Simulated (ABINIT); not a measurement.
# SnSe (Pnma): zone-centre phonons

Aim: the zone-centre modes of SnSe (Pnma).

Program: ABINIT 10.8.3. Level of theory: DFT LDA, scalar-relativistic, plane waves, HGH norm-conserving pseudopotentials. Results are calculated unless marked as measured.

The database entry behind the starting cell differs from later determinations by our own check (an axis about 0.9 % long against later determinations), so it need not match the best structure at ambient conditions.

## (1) Starting point

Symmetry: Pnma, No. 62, orthorhombic system. The conventional cell has a = 11.570 Å, b = 4.190 Å, c = 4.460 Å, α = 90.00°, β = 90.00°, γ = 90.00°. Nearest to Sn lie 5 Se at 2.77 to 3.35 Å. Nearest to Se lie 5 Sn at 2.77 to 3.35 Å. Farther neighbours and most contacts between anions are not listed.

## (2) A probe with smearing

A first run with smearing and empty bands tells whether the crystal has a gap, which decides between fixed occupations and smearing later on.

Contents of probe.abi:

```
# ground state
tolvrs 1.0d-08
prtden 1
prtwf 1

# basis, mesh and filling
ecut 20.0
ixc 7
ngkpt 2 4 4
nshiftk 1
shiftk 0.0 0.0 0.0
istwfk *1
occopt 7
tsmear 0.005
nband 29
nstep 100
diemac 9.0
prtebands 0
prtgsr 0
useylm 1

# cell and atoms
acell 3*1.0 Angstrom
rprim 
    11.57 0.0 0.0
    0.0 4.19 0.0
    0.0 0.0 4.46
ntypat 2
znucl 50 34
natom 8
typat 1 1 1 1 2 2 2 2
xred 
    0.1180000000 0.25 0.1030000000
    0.8820000000 0.75 0.8970000000
    0.3820000000 0.75 0.6030000000
    0.6180000000 0.25 0.3970000000
    0.8550000000 0.25 0.4790000000
    0.1450000000 0.75 0.5210000000
    0.6450000000 0.75 0.9790000000
    0.3550000000 0.25 0.0210000000
pp_dirpath "./pseudo"
pseudos "Sn.hgh, Se.hgh"
```

Started as:

```console
$ OMP_NUM_THREADS=1 mpirun -n 16 abinit probe.abi > probe.log
```

Numbers of over 12 decimals in the logs are rounded to 6 here.

probe.abo, the main output file:

```text
[banners, grids, parts of the stress and lines that vanish by symmetry left out]
- input  file    -> probe.abi
- output file    -> probe.abo
- root for input  files -> probei
[...]
Symmetries : space group Pn m a (# 62); Bravais oP (primitive ortho.)
[...]
mpw =        6272          nfft =      103680          nkpt =          18
[...]
== DATASET  1 ==================================================================
[...]
-    --> not optimal distribution: autoparal keyword recommended in input file <--
[...]
cutoff_energies: {ecut:  20.0, pawecutdg:  -1.0, }
[...]
Exchange-correlation functional for the present dataset will be:
  LDA: Perdew-Wang 92 LSD fit to Ceperley-Alder data - ixc=7
[...]
ETOT  1  -52.300794573630    -5.230E+01 1.158E-02 1.722E+02
 ETOT  2  -52.367653374441    -6.686E-02 1.775E-03 3.312E+01
 ETOT  3  -52.378708799868    -1.106E-02 6.621E-04 1.262E+00
 ETOT  4  -52.379160307077    -4.515E-04 2.187E-04 9.204E-03
 ETOT  5  -52.379162521075    -2.214E-06 1.408E-04 1.593E-04
 ETOT  6  -52.379162558270    -3.720E-08 4.909E-05 2.830E-06
 ETOT  7  -52.379162558831    -5.614E-10 5.031E-05 3.541E-08
 ETOT  8  -52.379162558840    -9.237E-12 2.233E-05 1.785E-09
 At SCF step    8       vres2   =  1.78E-09 < tolvrs=  1.00E-08 =>converged.
[...]
sigma(1 1)=  1.15226365E-04  sigma(3 2)=  0.00000000E+00
  sigma(2 2)=  1.38795289E-04  sigma(3 1)=  0.00000000E+00
  sigma(3 3)=  1.45878815E-04  sigma(2 1)=  0.00000000E+00
[...]
convergence: {deltae: -9.237E-12, res2:  1.785E-09, residm:  2.233E-05, diffor: null, }
etotal    :  -5.23791626E+01
[...]
sigma(1 1)=  1.15226365E-04  sigma(3 2)=  0.00000000E+00
  sigma(2 2)=  1.38795289E-04  sigma(3 1)=  0.00000000E+00
  sigma(3 3)=  1.45878815E-04  sigma(2 1)=  0.00000000E+00
[...]
- sigma(1 1)=  3.39007670E+00  sigma(3 2)=  0.00000000E+00
- sigma(2 2)=  4.08349838E+00  sigma(3 1)=  0.00000000E+00
- sigma(3 3)=  4.29190291E+00  sigma(2 1)=  0.00000000E+00
[...]
fcart      4.4183781159E-03 -0.0000000000E+00  3.2486198399E-03
           strten      1.1522636492E-04  1.3879528871E-04  1.4587881486E-04
================================================================================

[key lines of the parts left out:]
pressure_GPa:  -3.9218E+00
```

Wall time 13 s (16 MPI ranks of Arm Neoverse V1, shared host).

Numbers from this step:

```
volume per atom   : 27.03 Å³
pressure          : -3.922 GPa
gap on the k-mesh : 0.8931 eV
```

A gap of 0.89 eV opens on this mesh, so the crystal is taken as an insulator; the printed pressure holds the stress of the finite basis too.

## (3) Relaxation

The harmonic expansion needs vanishing forces, and a free crystal bears no stress, so cell and atoms are brought to rest. Stress is more sensitive to the basis than forces are: the last 3 Ha under the cutoff are smoothed with ecutsm, and the cutoff is raised above that of the later runs.

Contents of relax.abi:

```
# relaxation
ionmov 2
optcell 2
dilatmx 1.08
ntime 40
tolmxf 1.0d-05
tolvrs 1.0d-14
prtwf 0
prtden 0
chksymtnons 0

# basis, mesh and filling
ecut 26.0
ecutsm 3.0
ixc 7
ngkpt 2 6 6
nshiftk 1
shiftk 0.0 0.0 0.0
istwfk *1
occopt 1
nband 20
nstep 100
diemac 9.0
prtebands 0
prtgsr 0
useylm 1

# cell and atoms
acell 3*1.0 Angstrom
rprim 
    11.57 0.0 0.0
    0.0 4.19 0.0
    0.0 0.0 4.46
ntypat 2
znucl 50 34
natom 8
typat 1 1 1 1 2 2 2 2
xred 
    0.1180000000 0.25 0.1030000000
    0.8820000000 0.75 0.8970000000
    0.3820000000 0.75 0.6030000000
    0.6180000000 0.25 0.3970000000
    0.8550000000 0.25 0.4790000000
    0.1450000000 0.75 0.5210000000
    0.6450000000 0.75 0.9790000000
    0.3550000000 0.25 0.0210000000
pp_dirpath "./pseudo"
pseudos "Sn.hgh, Se.hgh"
```

Started as:

```console
$ OMP_NUM_THREADS=1 mpirun -n 16 abinit relax.abi > relax.log
```

relax.abo, the main output file:

```text
[banners, grids, parts of the stress and lines that vanish by symmetry left out]
- input  file    -> relax.abi
- output file    -> relax.abo
- root for input  files -> relaxi
[...]
Symmetries : space group Pn m a (# 62); Bravais oP (primitive ortho.)
[...]
mpw =       11700          nfft =      216000          nkpt =          32
[...]
== DATASET  1 ==================================================================
[...]
cutoff_energies: {ecut:  26.0, pawecutdg:  -1.0, }
[...]
Exchange-correlation functional for the present dataset will be:
  LDA: Perdew-Wang 92 LSD fit to Ceperley-Alder data - ixc=7
[...]
ETOT  1  -52.269749453471    -5.227E+01 4.381E-02 3.129E+02
 ETOT  2  -52.379268104724    -1.095E-01 5.788E-04 3.366E+01
 ETOT  3  -52.384438964474    -5.171E-03 2.987E-04 2.827E+00
 ETOT  4  -52.384944067152    -5.051E-04 3.537E-05 3.916E-02
 ETOT  5  -52.384954542903    -1.048E-05 1.424E-05 5.942E-04
[...]
At SCF step   21       vres2   =  1.79E-15 < tolvrs=  1.00E-14 =>converged.
[...]
sigma(1 1)=  9.33533073E-05  sigma(3 2)=  0.00000000E+00
  sigma(2 2)=  1.12287495E-04  sigma(3 1)=  0.00000000E+00
  sigma(3 3)=  1.05926115E-04  sigma(2 1)=  0.00000000E+00
[...]
convergence: {deltae: -9.379E-13, res2:  1.789E-15, residm:  1.477E-15, diffor: null, }
etotal    :  -5.23849561E+01
[...]
ETOT  1  -52.385946996260    -5.239E+01 3.595E+00 3.682E+00
[...]
At SCF step   15       vres2   =  1.84E-15 < tolvrs=  1.00E-14 =>converged.
[...]
sigma(1 1)=  7.70842078E-05  sigma(3 2)=  0.00000000E+00
  sigma(2 2)=  9.56888018E-05  sigma(3 1)=  0.00000000E+00
  sigma(3 3)=  8.90683918E-05  sigma(2 1)=  0.00000000E+00
[...]
convergence: {deltae:  4.903E-13, res2:  1.844E-15, residm:  2.265E-16, diffor: null, }
etotal    :  -5.23863988E+01
[...]
ETOT  1  -52.379779408023    -5.238E+01 9.457E+03 8.315E+01
[...]
At SCF step   15       vres2   =  2.80E-15 < tolvrs=  1.00E-14 =>converged.
[...]
sigma(1 1)= -9.33151196E-06  sigma(3 2)=  0.00000000E+00
  sigma(2 2)=  2.49907964E-06  sigma(3 1)=  0.00000000E+00
  sigma(3 3)= -2.61691595E-06  sigma(2 1)=  0.00000000E+00
[...]
convergence: {deltae: -1.208E-13, res2:  2.799E-15, residm:  2.104E-15, diffor: null, }
etotal    :  -5.23893655E+01
[...]
ETOT  1  -52.389391637139    -5.239E+01 4.754E-07 2.554E-01
[...]
At SCF step   13       vres2   =  4.14E-15 < tolvrs=  1.00E-14 =>converged.
[...]
sigma(1 1)= -1.25325862E-06  sigma(3 2)=  0.00000000E+00
  sigma(2 2)=  8.98578183E-06  sigma(3 1)=  0.00000000E+00
  sigma(3 3)=  4.19253611E-06  sigma(2 1)=  0.00000000E+00
[...]
convergence: {deltae: -4.974E-14, res2:  4.136E-15, residm:  3.011E-16, diffor: null, }
etotal    :  -5.23894161E+01
[...]
ETOT  1  -52.389465415071    -5.239E+01 8.296E-07 1.136E-01
[...]
sigma(1 1)=  5.94517350E-06  sigma(3 2)=  0.00000000E+00
  sigma(2 2)=  1.14861796E-05  sigma(3 1)=  0.00000000E+00
[...]
convergence: {deltae: -7.816E-14, res2:  1.308E-15, residm:  1.789E-17, diffor: null, }
etotal    :  -5.23894800E+01
[...]
ETOT  1  -52.389375707918    -5.239E+01 2.301E+01 1.327E+00
[...]
convergence: {deltae:  2.274E-13, res2:  5.650E-15, residm:  2.523E-16, diffor: null, }
etotal    :  -5.23895955E+01
[...]
ETOT  1  -52.389381471447    -5.239E+01 1.080E+00 1.751E+00
[...]
convergence: {deltae: -4.263E-13, res2:  5.592E-15, residm:  4.805E-16, diffor: null, }
etotal    :  -5.23896589E+01
[...]
ETOT  1  -52.389573507554    -5.239E+01 3.417E-01 7.380E-01
[...]
convergence: {deltae:  2.771E-13, res2:  5.810E-15, residm:  1.438E-16, diffor: null, }
etotal    :  -5.23896838E+01
[...]
ETOT  1  -52.389668745427    -5.239E+01 2.333E-03 1.987E-01
[...]
convergence: {deltae:  3.695E-13, res2:  9.795E-16, residm:  3.258E-17, diffor: null, }
etotal    :  -5.23896974E+01
[...]
ETOT  1  -52.389687362629    -5.239E+01 2.650E-03 1.683E-01
[...]
convergence: {deltae: -1.080E-12, res2:  2.153E-16, residm:  7.153E-17, diffor: null, }
etotal    :  -5.23897128E+01
[...]
convergence: {deltae:  4.761E-13, res2:  8.377E-15, residm:  4.662E-16, diffor: null, }
etotal    :  -5.23897236E+01
[...]
convergence: {deltae: -1.101E-12, res2:  5.344E-15, residm:  1.495E-16, diffor: null, }
etotal    :  -5.23897279E+01
[...]
convergence: {deltae:  7.816E-14, res2:  8.835E-15, residm:  1.177E-15, diffor: null, }
etotal    :  -5.23897290E+01
[...]
convergence: {deltae:  6.679E-13, res2:  5.236E-15, residm:  2.180E-17, diffor: null, }
etotal    :  -5.23897409E+01
[...]
convergence: {deltae:  4.974E-13, res2:  2.833E-15, residm:  4.294E-16, diffor: null, }
etotal    :  -5.23897420E+01
[...]
convergence: {deltae:  7.461E-13, res2:  3.426E-15, residm:  1.442E-16, diffor: null, }
etotal    :  -5.23897422E+01
[...]
ETOT  1  -52.389742089977    -5.239E+01 7.829E-08 2.103E-03
[...]
convergence: {deltae: -4.903E-13, res2:  9.688E-15, residm:  1.447E-16, diffor: null, }
etotal    :  -5.23897423E+01
[...]
ETOT  1  -52.389742272898    -5.239E+01 8.986E-07 4.394E-04
[...]
convergence: {deltae:  4.903E-13, res2:  3.305E-15, residm:  2.057E-17, diffor: null, }
etotal    :  -5.23897423E+01
[...]
ETOT  1  -52.389742290073    -5.239E+01 1.548E-09 3.362E-04
[...]
convergence: {deltae:  6.679E-13, res2:  3.699E-15, residm:  8.041E-17, diffor: null, }
etotal    :  -5.23897423E+01
[...]
ETOT  1  -52.389742239113    -5.239E+01 1.604E-08 1.293E-03
[...]
convergence: {deltae:  6.466E-13, res2:  6.912E-16, residm:  2.208E-16, diffor: null, }
etotal    :  -5.23897423E+01
[...]
ETOT  1  -52.389742210465    -5.239E+01 3.288E-08 2.063E-03
[...]
At SCF step   10       vres2   =  2.30E-15 < tolvrs=  1.00E-14 =>converged.
[...]
sigma(2 2)= -1.08001933E-07  sigma(3 1)=  0.00000000E+00
  sigma(3 3)= -1.28036267E-07  sigma(2 1)=  0.00000000E+00
[...]
convergence: {deltae: -6.963E-13, res2:  2.298E-15, residm:  2.697E-16, diffor: null, }
etotal    :  -5.23897424E+01
[...]
ETOT  1  -52.389742305696    -5.239E+01 3.931E-09 1.116E-03
[...]
ETOT  9  -52.389742392037    -5.471E-13 5.581E-15 3.144E-14
 ETOT 10  -52.389742392037     4.263E-13 9.255E-16 9.629E-15
 At SCF step   10       vres2   =  9.63E-15 < tolvrs=  1.00E-14 =>converged.
[...]
sigma(1 1)= -8.23895940E-08  sigma(3 2)=  0.00000000E+00
  sigma(2 2)= -9.31524560E-08  sigma(3 1)=  0.00000000E+00
  sigma(3 3)= -5.30353401E-08  sigma(2 1)=  0.00000000E+00
[...]
convergence: {deltae:  4.263E-13, res2:  9.629E-15, residm:  9.255E-16, diffor: null, }
etotal    :  -5.23897424E+01
[...]
At Broyd/MD step  38, gradients are converged :
[...]
sigma(1 1)= -8.23895940E-08  sigma(3 2)=  0.00000000E+00
  sigma(2 2)= -9.31524560E-08  sigma(3 1)=  0.00000000E+00
  sigma(3 3)= -5.30353401E-08  sigma(2 1)=  0.00000000E+00
[...]
- sigma(1 1)= -2.42398554E-03  sigma(3 2)=  0.00000000E+00
- sigma(2 2)= -2.74063988E-03  sigma(3 1)=  0.00000000E+00
- sigma(3 3)= -1.56035358E-03  sigma(2 1)=  0.00000000E+00
[...]
fcart     -8.9357906287E-06 -0.0000000000E+00 -1.7677891798E-06
           strten     -8.2389594035E-08 -9.3152456024E-08 -5.3035340146E-08
================================================================================

[key lines of the parts left out:]
pressure_GPa:   2.2417E-03
Total energy (etotal) [Ha]= -5.23897423920370E+01
```

Run time: 16 min. Hardware: 16 MPI ranks.

The steps of the relaxation (22 of 38):

```csv
step,energy less that of the first step (eV),largest force (eV/Å),volume (Å³)
1,0.0000,0.2696,216.21
3,-0.1200,0.1267,204.68
5,-0.1231,0.0703,205.41
6,-0.1262,0.0270,204.97
8,-0.1286,0.0242,203.32
10,-0.1294,0.0159,202.59
12,-0.1298,0.0124,202.62
13,-0.1299,0.0114,202.71
15,-0.1300,0.0092,202.83
17,-0.1301,0.0087,202.73
19,-0.1301,0.0071,202.63
20,-0.1301,0.0065,202.60
22,-0.1301,0.0060,202.52
24,-0.1302,0.0042,202.59
26,-0.1302,0.0026,202.64
27,-0.1302,0.0027,202.65
29,-0.1302,0.0027,202.67
31,-0.1302,0.0029,202.64
33,-0.1302,0.0011,202.58
34,-0.1302,0.0012,202.58
36,-0.1302,0.0011,202.58
38,-0.1302,0.0005,202.59
```

| conventional cell, symmetrised | before | after | change |
| --- | --- | --- | --- |
| a (Å) | 11.570 | 11.344 | -2.0 % |
| b (Å) | 4.190 | 4.103 | -2.1 % |
| c (Å) | 4.460 | 4.352 | -2.4 % |
| volume (Å³/atom) | 27.03 | 25.32 | -6.3 % |

The atoms that moved most (Å, as changes of fractional coordinates times the final cell):

```csv
atom,dx,dy,dz,length
Se7,-0.020,0.000,0.001,0.020
Se5,0.020,0.000,0.001,0.020
Se8,0.020,0.000,-0.001,0.020
Se6,-0.020,0.000,-0.001,0.020
Sn1,0.001,0.000,-0.015,0.015
Sn3,-0.001,0.000,-0.015,0.015
Sn2,-0.001,0.000,0.015,0.015
Sn4,0.001,0.000,0.015,0.015
```

Read from the output:

```
volume per atom : 25.32 Å³
pressure        : 0.002242 GPa
```

The volume changes by -6.3 % in this run and stands -6.3 % from the first cell.

## (4) Self-consistent run for the response

First-order wavefunctions inherit every error of the ground state, hence the very tight tolvrs. The mesh is shifted off Γ, since shifted meshes converge sums over the zone faster.

Contents of gs.abi:

```
# ground state
tolvrs 1.0d-16
prtden 1
prtwf 1

# basis, mesh and filling
ecut 20.0
ixc 7
ngkpt 2 6 6
nshiftk 1
shiftk 0.5 0.5 0.5
istwfk *1
occopt 1
nband 20
nstep 100
diemac 9.0
prtebands 0
prtgsr 0
useylm 1

# cell and atoms
acell 3*1.0 Angstrom
rprim 
    11.34351524 0.0 0.0
    0.0 4.103362001 0.0
    0.0 0.0 4.352363945
ntypat 2
znucl 50 34
natom 8
typat 1 1 1 1 2 2 2 2
xred 
    0.1180926143 0.25 0.0994597563
    0.8819073857 0.75 0.9005402437
    0.3819073857 0.75 0.5994597563
    0.6180926143 0.25 0.4005402437
    0.8567225818 0.25 0.4791790328
    0.1432774182 0.75 0.5208209672
    0.6432774182 0.75 0.9791790328
    0.3567225818 0.25 0.0208209672
pp_dirpath "./pseudo"
pseudos "Sn.hgh, Se.hgh"
```

Started as:

```console
$ OMP_NUM_THREADS=1 mpirun -n 16 abinit gs.abi > gs.log
```

gs.abo, the main output file:

```text
[banners, grids, parts of the stress and lines that vanish by symmetry left out]
- input  file    -> gs.abi
- output file    -> gs.abo
- root for input  files -> gsi
[...]
Symmetries : space group Pn m a (# 62); Bravais oP (primitive ortho.)
[...]
mpw =        5853          nfft =      103680          nkpt =           9
[...]
== DATASET  1 ==================================================================
[...]
-    --> not optimal distribution: autoparal keyword recommended in input file <--
[...]
cutoff_energies: {ecut:  20.0, pawecutdg:  -1.0, }
[...]
Exchange-correlation functional for the present dataset will be:
  LDA: Perdew-Wang 92 LSD fit to Ceperley-Alder data - ixc=7
[...]
ETOT  1  -52.281307336397    -5.228E+01 2.443E-02 1.192E+02
 ETOT  2  -52.381534283550    -1.002E-01 2.595E-04 8.724E+00
 ETOT  3  -52.383943909726    -2.410E-03 4.297E-05 8.141E-01
 ETOT  4  -52.384230745652    -2.868E-04 3.860E-06 1.930E-02
 ETOT  5  -52.384236591138    -5.845E-06 2.611E-07 1.895E-04
[...]
ETOT 14  -52.384236726108    -1.869E-12 6.032E-17 5.711E-16
 ETOT 15  -52.384236726107     6.466E-13 6.401E-18 6.044E-18
 At SCF step   15       vres2   =  6.04E-18 < tolvrs=  1.00E-16 =>converged.
[...]
sigma(1 1)=  4.29563559E-05  sigma(3 2)=  0.00000000E+00
  sigma(2 2)=  2.91262336E-05  sigma(3 1)=  0.00000000E+00
  sigma(3 3)=  2.59584285E-05  sigma(2 1)=  0.00000000E+00
[...]
convergence: {deltae:  6.466E-13, res2:  6.044E-18, residm:  6.401E-18, diffor: null, }
etotal    :  -5.23842367E+01
[...]
sigma(1 1)=  4.29563559E-05  sigma(3 2)=  0.00000000E+00
  sigma(2 2)=  2.91262336E-05  sigma(3 1)=  0.00000000E+00
  sigma(3 3)=  2.59584285E-05  sigma(2 1)=  0.00000000E+00
[...]
- sigma(1 1)=  1.26381962E+00  sigma(3 2)=  0.00000000E+00
- sigma(2 2)=  8.56923379E-01  sigma(3 1)=  0.00000000E+00
- sigma(3 3)=  7.63723335E-01  sigma(2 1)=  0.00000000E+00
[...]
fcart     -8.7401900208E-04 -0.0000000000E+00 -4.6976629966E-04
           strten      4.2956355870E-05  2.9126233634E-05  2.5958428535E-05
================================================================================

[key lines of the parts left out:]
pressure_GPa:  -9.6149E-01
```

It took 7.8 s on 16 MPI ranks; 2.1 min of CPU time.

Numbers from this step:

```
pressure : -0.9615 GPa
```

The cell stands at -0.96 GPa: the relaxation ran with a smoothed and higher cutoff and on another k mesh.

## (5) The gap at rest

Empty bands on the ground state's density check that the gap assumed so far is there in this cell.

Contents of gap.abi:

```
# empty bands on the ground state's density
iscf -2
getden_filepath "gso_DEN"
tolwfr 1.0d-12
nbdbuf 2
prtwf 0

# basis, mesh and filling
ecut 20.0
ixc 7
ngkpt 2 6 6
nshiftk 1
shiftk 0.0 0.0 0.0
istwfk *1
occopt 1
nband 24
nstep 100
diemac 9.0
prtebands 0
prtgsr 0
useylm 1

# cell and atoms
acell 3*1.0 Angstrom
rprim 
    11.34351524 0.0 0.0
    0.0 4.103362001 0.0
    0.0 0.0 4.352363945
ntypat 2
znucl 50 34
natom 8
typat 1 1 1 1 2 2 2 2
xred 
    0.1180926143 0.25 0.0994597563
    0.8819073857 0.75 0.9005402437
    0.3819073857 0.75 0.5994597563
    0.6180926143 0.25 0.4005402437
    0.8567225818 0.25 0.4791790328
    0.1432774182 0.75 0.5208209672
    0.6432774182 0.75 0.9791790328
    0.3567225818 0.25 0.0208209672
pp_dirpath "./pseudo"
pseudos "Sn.hgh, Se.hgh"
```

Started as:

```console
$ OMP_NUM_THREADS=1 mpirun -n 16 abinit gap.abi > gap.log
```

gap.abo, the main output file:

```text
[banners, grids, parts of the stress and lines that vanish by symmetry left out]
- input  file    -> gap.abi
- output file    -> gap.abo
- root for input  files -> gapi
[...]
Symmetries : space group Pn m a (# 62); Bravais oP (primitive ortho.)
[...]
mpw =        5876          nfft =      103680          nkpt =          32
[...]
== DATASET  1 ==================================================================
[...]
cutoff_energies: {ecut:  20.0, pawecutdg:  -1.0, }
[...]
Exchange-correlation functional for the present dataset will be:
  LDA: Perdew-Wang 92 LSD fit to Ceperley-Alder data - ixc=7
[...]
-outvars: echo values of variables after computation
            acell      1.8897261259E+00  1.8897261259E+00  1.8897261259E+00 Bohr
================================================================================
```

Elapsed: 10 s, on 16 MPI ranks; 2.7 min of CPU time.

This step gave:

```
gap on the k-mesh : 0.3867 eV
```

In this cell the gap on the mesh is 0.39 eV, indirect (smallest direct 0.58 eV), so fixed occupations hold.

(Part 1 of 2 ends here.)

[Host names and launcher messages were left out of these logs when they were recorded.]

[Logs are printed without paths, hosts, clocks, repeated set-up lines and the standing remarks that a program may print on its own settings, such as how far it seeks lower states.]

[Hosts, paths, dates, database ids (printed as entryN), source tags and the programs' standing remarks are cut or masked in the printed files.]
